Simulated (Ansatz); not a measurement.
# ZnGaGePb2, from a guessed structure to a relaxed one

Starting from a made-up structure for ZnGaGePb2, the aim is the relaxed cell, its shortest contacts and, where a second run follows, its electronic structure.

Main program and level: Ansatz 0.2.0; DFT, r2SCAN, plane-wave PAW, files of the set soft_1, scalar-relativistic, no spin, cell and ions relaxed at zero pressure; PAW set soft_1, in the first sound run; inputs show where later runs differ.

## 1. Starting point

It takes space group I4mm (No. 107, tetragonal). The conventional cell has a = 4.475 Å, b = 4.475 Å, c = 10.105 Å, α = 90.00°, β = 90.00°, γ = 90.00°. Nearest to Pb lie 2 Ga at 2.44 Å and 2 Ge at 2.77 Å and 4 Pb at 3.16 Å and 4 Zn at 3.36 to 3.39 Å. Nearest to Ge lie 1 Ga at 2.43 Å. Nearest to Ga lie 1 Ge at 2.43 Å and 4 Pb at 2.44 Å. Zn has 4 Ge at 3.28 Å and 8 Pb at 3.36 to 3.39 Å nearest. Farther neighbours are not listed.

## 2. Relaxation of the guess

The guessed cell has no reason to be at equilibrium. It is relaxed with the atoms, within the space group of the guess.

File input.yaml:

```yaml
crystal:
  lattice:
    - [-2.2375, 2.2375, 5.0525]
    - [2.2375, -2.2375, 5.0525]
    - [2.2375, 2.2375, -5.0525]
  atoms:
    - { symbol: Pb, position: [0.8419, 0.3419, 0.5] }
    - { symbol: Pb, position: [0.3419, 0.8419, 0.5] }
    - { symbol: Ge, position: [0.0036, 0.0036, 0.0] }
    - { symbol: Ga, position: [0.2444, 0.2444, 0.0] }
    - { symbol: Zn, position: [0.5898, 0.5898, 0.0] }
kpoints:
  mp_grid: { grid: [8, 8, 8] }
scf:
  occupations: { method: fermi_dirac, width: 0.05 }
hamiltonian:
  xc: r2scan
  pseudopotentials: { kind: paw, azcp: { folder: soft_1 } }
relax:
  f_tol: 0.015
  max_steps: 70
  cell: {}
output:
  forces: true
  stress: true
```

Started as:

```bash
$ ansatz run input.yaml --threads 4 --pin off --max-ram 8192MiB --backend cpu --events-out ev --progress --plain --runs-dir out
```

Numbers of over 12 decimals in the logs are rounded to 6 here.

The program printed:

```text
Engine: ansatz 0.2.0, aarch64-unknown-linux-gnu
Pseudopotentials: kind: paw
Pseudopotential: Pb, paw, valence charge 14, recommended cutoff 500 eV (meta_gga), soft_1/Pb.paw.azcp
Pseudopotential: Ge, paw, valence charge 14, recommended cutoff 500 eV (meta_gga), soft_1/Ge.paw.azcp
Pseudopotential: Ga, paw, valence charge 13, recommended cutoff 500 eV (meta_gga), soft_1/Ga.paw.azcp
Pseudopotential: Zn, paw, valence charge 12, recommended cutoff 500 eV (meta_gga), soft_1/Zn.paw.azcp
Functional definition: r2SCAN
  parameter k0 = 0.174
  parameter k1 = 0.065
  parameter a1 = 4.9479
  exchange = r2scan_x(k0 = k0, k1 = k1, a1 = a1)
  correlation = r2scan_c
Crystal: 5 atoms, lattice volume = 101.179 Å³
Basis set: ecut = 500 eV, 2559 PW (Γ), exchange–correlation on 180×180×180 points (64 copies of the dense FFT grid, shifted against one another)
Bands: 41, of which v1, the nominal top of the filled ones, is band 34 counted from 1 (33 counted from 0)
Symmetry: 8 space group operations
Space group: I4mm (ITA 107), of the structure as read, at distance tolerance 4.7e-5 Å
k-points: 59 of 512 (time reversal used)
Non-local potential: Pb, projectors of the file, l = 0: 2, l = 1: 2, l = 2: 2, l = 3: 1
Non-local potential: Ge, projectors of the file, l = 0: 2, l = 1: 2, l = 2: 3, l = 3: 1
Non-local potential: Ga, projectors of the file, l = 0: 2, l = 1: 2, l = 2: 3, l = 3: 1
Non-local potential: Zn, projectors of the file, l = 0: 2, l = 1: 2, l = 2: 3, l = 3: 1
PAW form: soft (Blöchl's): semilocal exchange-correlation on the pseudo side does not see the compensation charge
PAW frozen core: Pb, regenerated for the run's functional (the file was generated under x = pbe(κ = 0.804, μ = 0.219515), c = pbe(β = 0.066725))
PAW frozen core: Ge, regenerated for the run's functional (the file was generated under x = pbe(κ = 0.804, μ = 0.219515), c = pbe(β = 0.066725))
PAW frozen core: Ga, regenerated for the run's functional (the file was generated under x = pbe(κ = 0.804, μ = 0.219515), c = pbe(β = 0.066725))
PAW frozen core: Zn, regenerated for the run's functional (the file was generated under x = pbe(κ = 0.804, μ = 0.219515), c = pbe(β = 0.066725))
PAW one-centre angular grid: Pb, 590 points (default); XC on 160 Gauss nodes
PAW one-centre angular grid: Ge, 590 points (default); XC on 160 Gauss nodes
PAW one-centre angular grid: Ga, 590 points (default); XC on 160 Gauss nodes
PAW one-centre angular grid: Zn, 590 points (default); XC on 160 Gauss nodes
Initial density: superposition of atomic densities (chi_scale 0.1, normalization cell, long waves kept (reshape's long-wave potential 0.02 eV rms))
Initial wavefunctions: pseudopotential atomic-orbital guess
Functional: x = r2scan, c = r2scan; τ floored in thin density (d = 2e-4 eV/Å³)
SCF iter   1: F=—  HF=-35260.915570 eV  |F-HF|=—  |Δ(HF+E_count)|=         —  Δρ=5.27e-2  dr2=3.47e0  dr2_τ=2.18e-2  ethr=3.10e-3  ⟨swp⟩=8.9  Hψ=12188  notcnv=0  defer=5
preconditioner: auto → Kerker (q_TF=auto, 2.547 Å⁻¹)  [metal: Δε(μ)=0.084 eV  Ē_g=18.045 eV  σ=0.050 eV  W_gap=0.39  n_scr=32 (ndim 8)  ℏωp=30.2 eV  f_vac=0.000  D(μ)=1.27/eV (n_scr^D=2)]
SCF iter   2: F=—  HF=-35260.325318 eV  |F-HF|=—  |Δ(HF+E_count)|=   5.90e-1  Δρ=2.42e-2  dr2=1.10e0  dr2_τ=5.57e-3  ethr=3.10e-3  ⟨swp⟩=3.0  Hψ=4118  notcnv=0  defer=86
SCF iter   3: F=—  HF=-35260.129456 eV  |F-HF|=—  |Δ(HF+E_count)|=   1.96e-1  Δρ=1.44e-2  dr2=2.88e-1  dr2_τ=2.19e-3  ethr=1.63e-3  ⟨swp⟩=2.9  Hψ=3885  notcnv=0  defer=93
SCF iter   4: F=—  HF=-35260.046593 eV  |F-HF|=—  |Δ(HF+E_count)|=   8.29e-2  Δρ=6.49e-3  dr2=3.56e-2  dr2_τ=2.61e-4  ethr=4.30e-4  ⟨swp⟩=3.1  Hψ=3957  notcnv=0  defer=93
SCF iter   5: F=—  HF=-35260.049495 eV  |F-HF|=—  |Δ(HF+E_count)|=   2.90e-3  Δρ=2.20e-3  dr2=3.43e-3  dr2_τ=4.46e-5  ethr=5.31e-5  ⟨swp⟩=2.2  Hψ=4740  notcnv=0  defer=90
SCF iter   6: F=—  HF=-35260.047730 eV  |F-HF|=—  |Δ(HF+E_count)|=   1.77e-3  Δρ=6.01e-4  dr2=7.95e-4  dr2_τ=9.82e-6  ethr=5.12e-6  ⟨swp⟩=2.0  Hψ=4506  notcnv=0  defer=90
SCF iter   7: F=—  HF=-35260.047807 eV  |F-HF|=—  |Δ(HF+E_count)|=   7.69e-5  Δρ=5.23e-4  dr2=3.47e-4  dr2_τ=2.02e-6  ethr=1.19e-6  ⟨swp⟩=2.0  Hψ=3436  notcnv=0  defer=90
SCF iter   8: F=—  HF=-35260.047932 eV  |F-HF|=—  |Δ(HF+E_count)|=   1.25e-4  Δρ=2.26e-4  dr2=7.93e-5  dr2_τ=6.18e-7  ethr=5.18e-7  ⟨swp⟩=2.0  Hψ=4351  notcnv=0  defer=90
SCF iter   9: F=—  HF=-35260.047898 eV  |F-HF|=—  |Δ(HF+E_count)|=   3.39e-5  Δρ=1.18e-4  dr2=1.66e-5  dr2_τ=9.86e-8  ethr=1.18e-7  ⟨swp⟩=2.0  Hψ=4319  notcnv=0  defer=90
SCF iter  10: F=—  HF=-35260.047908 eV  |F-HF|=—  |Δ(HF+E_count)|=   9.94e-6  Δρ=3.32e-5  dr2=1.93e-6  dr2_τ=1.22e-8  ethr=2.48e-8  ⟨swp⟩=2.0  Hψ=3047  notcnv=0  defer=90
SCF iter  11: F=—  HF=-35260.047909 eV  |F-HF|=—  |Δ(HF+E_count)|=   3.86e-7  Δρ=2.26e-5  dr2=3.49e-7  dr2_τ=2.38e-9  ethr=2.88e-9  ⟨swp⟩=2.0  Hψ=3116  notcnv=0  defer=90
SCF iter  12: F=-35260.047909 eV  HF=-35260.047909 eV  |F-HF|=1.01e-7  |Δ(HF+E_count)|=   1.34e-7  Δρ=1.16e-5  dr2=8.59e-8  dr2_τ=9.03e-10  ethr=1.49e-10  ⟨swp⟩=5.0  Hψ=8857  notcnv=0
SCF 1 converged in 12 iterations: F = -35260.047909 eV  dr2 = 8.59e-8
  greatest PAW one-centre occupation: 0.998 electrons in one spin orbital (limit 2), on the Ge atom at site 2 (counted from 0), in its partial waves of l = 2
relax step   1: F+E_penalty+E_count = -35260.04790863 eV  Δ(F+E_penalty+E_count) = +0.000e0 eV  max|allowed force component| = 4.358e0 eV/Å  Δτ_max = 0.0000 Å  P = +26.994 GPa  Ω = 101.179 Å³  (12 SCF iters, dr2 threshold 1.00e-7 eV, accepted)
Crystal: 5 atoms, lattice volume = 113.514 Å³
Basis set: ecut = 500 eV, 2923 PW (Γ), exchange–correlation on 180×180×180 points (64 copies of the dense FFT grid, shifted against one another)
Initial density: handed on by an earlier stage of this run
Initial wavefunctions: those handed on with the density
iter 1 solved again at ethr=1.36e-4 eV; its pass at ethr=3.10e-3 eV (dr2=9.11e-2 eV) is discarded
SCF iter   1: F=—  HF=-35261.056747 eV  |F-HF|=—  |Δ(HF+E_count)|=         —  Δρ=1.06e-2  dr2=9.15e-2  dr2_τ=4.25e-1  ethr=1.36e-4  ⟨swp⟩=2.2  Hψ=15701  notcnv=0
preconditioner: auto → Kerker (q_TF=auto, 2.499 Å⁻¹)  [metal: Δε(μ)=0.055 eV  Ē_g=17.364 eV  σ=0.050 eV  W_gap=0.25  n_scr=32 (ndim 8)  ℏωp=28.5 eV  f_vac=0.005  D(μ)=1.27/eV (n_scr^D=2)]
SCF iter   2: F=—  HF=-35262.044672 eV  |F-HF|=—  |Δ(HF+E_count)|=   9.88e-1  Δρ=5.77e-3  dr2=2.29e-2  dr2_τ=3.55e-4  ethr=1.36e-4  ⟨swp⟩=3.3  Hψ=5033  notcnv=0  defer=2
SCF iter   3: F=—  HF=-35262.044088 eV  |F-HF|=—  |Δ(HF+E_count)|=   5.84e-4  Δρ=2.41e-3  dr2=6.15e-3  dr2_τ=7.06e-5  ethr=3.41e-5  ⟨swp⟩=2.1  Hψ=4211  notcnv=0  defer=67
[...]
SCF iter   6: F=—  HF=-35262.749700 eV  |F-HF|=—  |Δ(HF+E_count)|=   3.35e-5  Δρ=1.57e-4  dr2=4.25e-5  dr2_τ=4.37e-7  ethr=4.83e-7  ⟨swp⟩=2.0  Hψ=3654  notcnv=0  defer=12
SCF iter   7: F=—  HF=-35262.749716 eV  |F-HF|=—  |Δ(HF+E_count)|=   1.64e-5  Δρ=7.07e-5  dr2=9.08e-6  dr2_τ=1.15e-7  ethr=6.34e-8  ⟨swp⟩=2.0  Hψ=4308  notcnv=0  defer=12
SCF iter   8: F=—  HF=-35262.749715 eV  |F-HF|=—  |Δ(HF+E_count)|=   1.28e-6  Δρ=4.59e-5  dr2=2.39e-6  dr2_τ=1.85e-8  ethr=1.36e-8  ⟨swp⟩=3.0  Hψ=4412  notcnv=0  defer=12
SCF iter   9: F=-35262.749715 eV  HF=-35262.749716 eV  |F-HF|=1.48e-7  |Δ(HF+E_count)|=   5.90e-7  Δρ=1.40e-5  dr2=2.83e-7  dr2_τ=3.37e-9  ethr=7.46e-10  ⟨swp⟩=4.0  Hψ=11680  notcnv=0
SCF 3 converged in 9 iterations: F = -35262.749715 eV  dr2 = 2.83e-7
relax step   3: F+E_penalty+E_count = -35262.74971542 eV  Δ(F+E_penalty+E_count) = -7.053e-1 eV  max|allowed force component| = 4.253e-1 eV/Å  Δτ_max = 0.0913 Å  P = +4.417 GPa  Ω = 123.809 Å³  energy of the carried Pulay correction = -4.233e-3 eV  (9 SCF iters, dr2 threshold 5.00e-7 eV, accepted)
[... from here on, the SCF cycles and remarks between the steps are left out ...]
relax step   4: F+E_penalty+E_count = -35262.92517191 eV  Δ(F+E_penalty+E_count) = -1.755e-1 eV  max|allowed force component| = 1.737e-1 eV/Å  Δτ_max = 0.0769 Å  P = -0.550 GPa  Ω = 136.409 Å³  energy of the carried Pulay correction = -6.244e-3 eV  (10 SCF iters, dr2 threshold 5.00e-7 eV, accepted)
relax step   5: F+E_penalty+E_count = -35262.93029508 eV  Δ(F+E_penalty+E_count) = -5.123e-3 eV  max|allowed force component| = 6.281e-2 eV/Å  Δτ_max = 0.0116 Å  P = -0.155 GPa  Ω = 135.097 Å³  energy of the carried Pulay correction = -6.044e-3 eV  (6 SCF iters, dr2 threshold 5.00e-7 eV, accepted)
relax step   6: F+E_penalty+E_count = -35262.93271679 eV  Δ(F+E_penalty+E_count) = -2.422e-3 eV  max|allowed force component| = 4.521e-2 eV/Å  Δτ_max = 0.0332 Å  P = -0.069 GPa  Ω = 134.829 Å³  energy of the carried Pulay correction = -6.003e-3 eV  (7 SCF iters, dr2 threshold 2.47e-7 eV, accepted)
relax step   7: F+E_penalty+E_count = -35262.93654123 eV  Δ(F+E_penalty+E_count) = -3.824e-3 eV  max|allowed force component| = 1.989e-2 eV/Å  Δτ_max = 0.1253 Å  P = +0.113 GPa  Ω = 134.474 Å³  energy of the carried Pulay correction = -5.949e-3 eV  (10 SCF iters, dr2 threshold 1.28e-7 eV, accepted)
relax step   8: F+E_penalty+E_count = -35262.93665689 eV  Δ(F+E_penalty+E_count) = -1.157e-4 eV  max|allowed force component| = 2.060e-3 eV/Å  Δτ_max = 0.0031 Å  P = +0.025 GPa  Ω = 134.764 Å³  energy of the carried Pulay correction = -5.993e-3 eV  (6 SCF iters, dr2 threshold 3.35e-8 eV, accepted)
relax step   9: F+E_penalty+E_count = -35262.94894887 eV  Δ(F+E_penalty+E_count) = -1.229e-2 eV  max|allowed force component| = 2.136e-3 eV/Å  Δτ_max = 0.0000 Å  P = +0.059 GPa  Ω = 134.764 Å³  stress off target by 6.52e-2 GPa  SCF on the basis re-selected at this cell (its energy is not comparable with the rows above)  (10 SCF iters)
relax step  10: F+E_penalty+E_count = -35262.94895946 eV  Δ(F+E_penalty+E_count) = -1.059e-5 eV  max|allowed force component| = 8.476e-4 eV/Å  Δτ_max = 0.0028 Å  P = +0.000 GPa  Ω = 134.965 Å³  energy of the carried Pulay correction = -3.003e-5 eV  (7 SCF iters, dr2 threshold 1.06e-8 eV, accepted)
iter 1 solved again at ethr=1.48e-7 eV; its pass at ethr=3.10e-3 eV (dr2=9.94e-5 eV) is discarded
SCF iter   1: F=—  HF=-35262.949034 eV  |F-HF|=—  |Δ(HF+E_count)|=         —  Δρ=7.72e-6  dr2=7.95e-9  dr2_τ=1.61e-9  ethr=1.48e-7  ⟨swp⟩=3.1  Hψ=17394  notcnv=0
eigensolver tolerance schedule: the retry pair's looser diagonalisation over-reported the residual by 12505.20 of it (diagonalisation noise at 1.49 of the residual, at the tolerance the schedule requests for it); recorded, not acted on — ethr = c·dr2/N_el stays at c = 1.0e-1
preconditioner: auto → Kerker (q_TF=auto, 2.428 Å⁻¹)  [metal: Δε(μ)=0.044 eV  Ē_g=16.680 eV  σ=0.050 eV  W_gap=0.22  n_scr=32 (ndim 8)  ℏωp=26.2 eV  f_vac=0.007  D(μ)=1.86/eV (n_scr^D=10)]
SCF iter   2: F=—  HF=-35262.948992 eV  |F-HF|=—  |Δ(HF+E_count)|=   4.14e-5  Δρ=4.33e-6  dr2=6.27e-9  dr2_τ=3.83e-9  ethr=1.19e-11  ⟨swp⟩=3.1  Hψ=5152  notcnv=0
SCF iter   3: F=—  HF=-35262.948992 eV  |F-HF|=—  |Δ(HF+E_count)|=   2.03e-7  Δρ=1.95e-6  dr2=2.35e-9  dr2_τ=8.03e-10  ethr=9.37e-12  ⟨swp⟩=2.0  Hψ=3034  notcnv=0
SCF iter   4: F=—  HF=-35262.948992 eV  |F-HF|=—  |Δ(HF+E_count)|=   5.25e-8  Δρ=4.24e-7  dr2=3.91e-10  dr2_τ=2.40e-11  ethr=3.51e-12  ⟨swp⟩=2.0  Hψ=3222  notcnv=0
SCF iter   5: F=—  HF=-35262.948992 eV  |F-HF|=—  |Δ(HF+E_count)|=   1.49e-9  Δρ=2.45e-7  dr2=1.14e-10  dr2_τ=8.56e-13  ethr=1.00e-12  ⟨swp⟩=2.0  Hψ=4387  notcnv=0
SCF iter   6: F=-35262.948992 eV  HF=-35262.948992 eV  |F-HF|=7.28e-11  |Δ(HF+E_count)|=  1.02e-10  Δρ=1.01e-7  dr2=1.37e-11  dr2_τ=1.88e-12  ethr=1.00e-12  ⟨swp⟩=4.6  Hψ=8661  notcnv=0
SCF 11 converged in 6 iterations: F = -35262.948992 eV  dr2 = 1.37e-11
relax step  11: F+E_penalty+E_count = -35262.94899236 eV  Δ(F+E_penalty+E_count) = -3.289e-5 eV  max|allowed force component| = 8.755e-4 eV/Å  Δτ_max = 0.0000 Å  P = +0.001 GPa  Ω = 134.965 Å³  stress off target by 1.16e-3 GPa  SCF on the basis re-selected at this cell (its energy is not comparable with the rows above)  (6 SCF iters)
basis re-selected at this cell: Δ(F+E_penalty+E_count) = -3.289e-5 eV, ΔP = +0.000 GPa vs the last step (what re-selecting the basis moved, of the pressure what is left beyond the Pulay correction that the steps carried, after the strain that the cell walked since its last selection, with what the two solves' SCF thresholds leave and, on support functions, any second-order correction that the steps lacked; it is no m [...]
SCF converged after 6 iterations
Free energy (F): -35262.948992 eV
Harris-Foulkes:  -35262.948992 eV  (|F-HF|=7.28e-11)
Internal energy: -35262.933923 eV  (E = F + TS)
E sigma→0 (E₀):  -35262.941458 eV
Entropy (-TS):   -0.015070 eV (-3.014 meV/atom)
Fermi energy:    8.299326 eV
--- Per-component energies (eV) ---
  E_band       = -350.872206
  E_kinetic    = 932.196727
  E_local      = -8047.099156  (includes V_loc(G=0)·N_el)
  E_nonlocal   = 1559.737847
  E_hartree    = 3676.662356
  E_xc         = -575.382377
  E_vxc        = -474.264602  (∫ρ·V_xc dr)
  E_paw        = -26785.033933  (= ΣΔE_a)
  E_vpaw       = -1706.194161  (= ΣTr[D̂ρ^β])
  E_aug_tail   = 0.000083  (compensation charges beyond the density's cutoff)
  E_vtau       = 31.426144  (kinetic-family band-sum trace: ∫τ·v_τ [+ j·A + Jᵃ·Aᵃ] dr)
  E_ewald      = -6024.024632
  E_core_change = 0.009161  (= ΣΔE_core)
  E_smearing   = -0.015070  (= −TS)
  E_closure    = 0.000000  (closes the sum)
  Σ components = -35262.948992   (vs F -35262.948992, Δ=0.00e0)
--- Forces (eV/Å), atoms counted from 1 ---
  atom   1  Pb     0.00000000     0.00000000    -0.00002291
  atom   2  Pb     0.00000000     0.00000000    -0.00002291
  atom   3  Ge    -0.00000000    -0.00000000    -0.00087566
  atom   4  Ga     0.00000000    -0.00000000     0.00048754
  atom   5  Zn     0.00000000    -0.00000000     0.00043317
  max |Σ_I F_I| component: 7.52e-7 eV/Å
--- Stress (GPa, compression-positive) ---
        0.001158       0.000000      -0.000000
        0.000000       0.001158       0.000000
       -0.000000      -0.000000      -0.000585
  P = ⅓ Tr σ = 0.0006 GPa (0.006 kbar)
--- Relaxed structure (9 steps of the walk, 9 accepted, 2 SCFs on fresh bases) ---
  F+E_penalty+E_count = -35262.94899236 eV   max|allowed force component| = 8.755e-4 eV/Å   (the final SCF, on the basis selected at the relaxed cell)
  cell:  # Å, volume = 134.9646 Å³
    - [-2.534971, 2.534971, 5.250662]
    - [2.534971, -2.534971, 5.250662]
    - [2.534971, 2.534971, -5.250662]
  atoms:
    - { symbol: Pb, position: [0.850732, 0.350732, 0.500000] }
    - { symbol: Pb, position: [0.350732, 0.850732, 0.500000] }
    - { symbol: Ge, position: [-0.012919, -0.012919, 0] }
    - { symbol: Ga, position: [0.218094, 0.218094, 0] }
    - { symbol: Zn, position: [0.614962, 0.614962, 0] }
```

It took 2.7 min on 4 threads of Arm Neoverse V1, shared host; peak memory 1.1 GiB; 11 min of CPU time.

Relaxation path:

```
step  energy less that of the first step (eV)  largest force component (eV/Å)  pressure (GPa)  volume (Å³)
   1                                   0.0000                          4.3579           26.99       101.18
   2                                  -1.9965                          1.4512           11.47       113.51
   3                                  -2.7018                          0.4253            4.42       123.81
   4                                  -2.8773                          0.1737           -0.55       136.41
   5                                  -2.8824                          0.0628           -0.15       135.10
   6                                  -2.8848                          0.0452           -0.07       134.83
   7                                  -2.8886                          0.0199            0.11       134.47
   8                                  -2.8887                          0.0021            0.03       134.76
  9*                                  -2.9010                          0.0021            0.06       134.76
  10                                  -2.9011                          0.0008            0.00       134.96
 11*                                  -2.9011                          0.0009            0.00       134.96
```

Relaxation steps marked * repeat the geometry before them on a plane-wave basis chosen anew for their cell, so energy and pressure can jump there.

Forces are held to the 8 operations that the run works with; a distortion that breaks them can't arise in this run.

```
     cell as run  before   after   change
           a (Å)   5.962   6.358   +6.6 %
           b (Å)   5.962   6.358   +6.6 %
           c (Å)   5.962   6.358   +6.6 %
           α (°)  135.91  133.00   -2.1 %
           β (°)  135.91  133.00   -2.1 %
           γ (°)   64.12   68.65   +7.1 %
volume (Å³/atom)   20.24   26.99  +33.4 %
```

The atoms that moved most (Å, as changes of fractional coordinates times the final cell):

```
atom     dx     dy      dz  length
 Ga4  0.000  0.000  -0.276   0.276
 Zn5  0.000  0.000   0.264   0.264
 Ge3  0.000  0.000  -0.173   0.173
 Pb2  0.000  0.000   0.093   0.093
 Pb1  0.000  0.000   0.093   0.093
```

The relaxed structure:

```cif
data_structure
_symmetry_space_group_name_H-M 'P 1'
_symmetry_Int_Tables_number 1
_cell_length_a 6.3578
_cell_length_b 6.3578
_cell_length_c 6.3578
_cell_angle_alpha 133.004
_cell_angle_beta 133.004
_cell_angle_gamma 68.648
_cell_volume 134.96
loop_
_atom_site_label
_atom_site_type_symbol
_atom_site_fract_x
_atom_site_fract_y
_atom_site_fract_z
_atom_site_occupancy
Pb1 Pb 0.85073 0.35073 0.50000 1
Pb2 Pb 0.35073 0.85073 0.50000 1
Ge3 Ge 0.98708 0.98708 0.00000 1
Ga4 Ga 0.21809 0.21809 0.00000 1
Zn5 Zn 0.61496 0.61496 0.00000 1
```

Numbers from this step:

* free energy: -35262.9490 eV
* energy at zero smearing: -35262.9415 eV
* smearing term TS: 0.01507 eV
* Fermi energy: 8.299 eV
* electrons: 67
* symmetry operations: 8
* pressure: 5.77e-4 GPa

Shortest distances by pair of elements, guess and relaxed (not always the same contact):

```
 pair  guess (Å)  relaxed (Å)
Ga–Ge      2.433        2.426
Ga–Pb      2.445        2.892
Ge–Pb      2.771        2.911
Pb–Zn      3.359        3.543
Pb–Pb      3.164        3.585
```

The relaxation ends with a largest force component of 8.8e-4 eV/Å and a pressure of 0.00 GPa.

(Part 1 of 2 ends here.)

[Logs are printed without paths, hosts, clocks, repeated set-up lines and the standing remarks that a program may print on its own settings, such as how far it seeks lower states.]

[Hosts, paths, dates, database ids (printed as entryN), source tags and the programs' standing remarks are cut or masked in the printed files.]
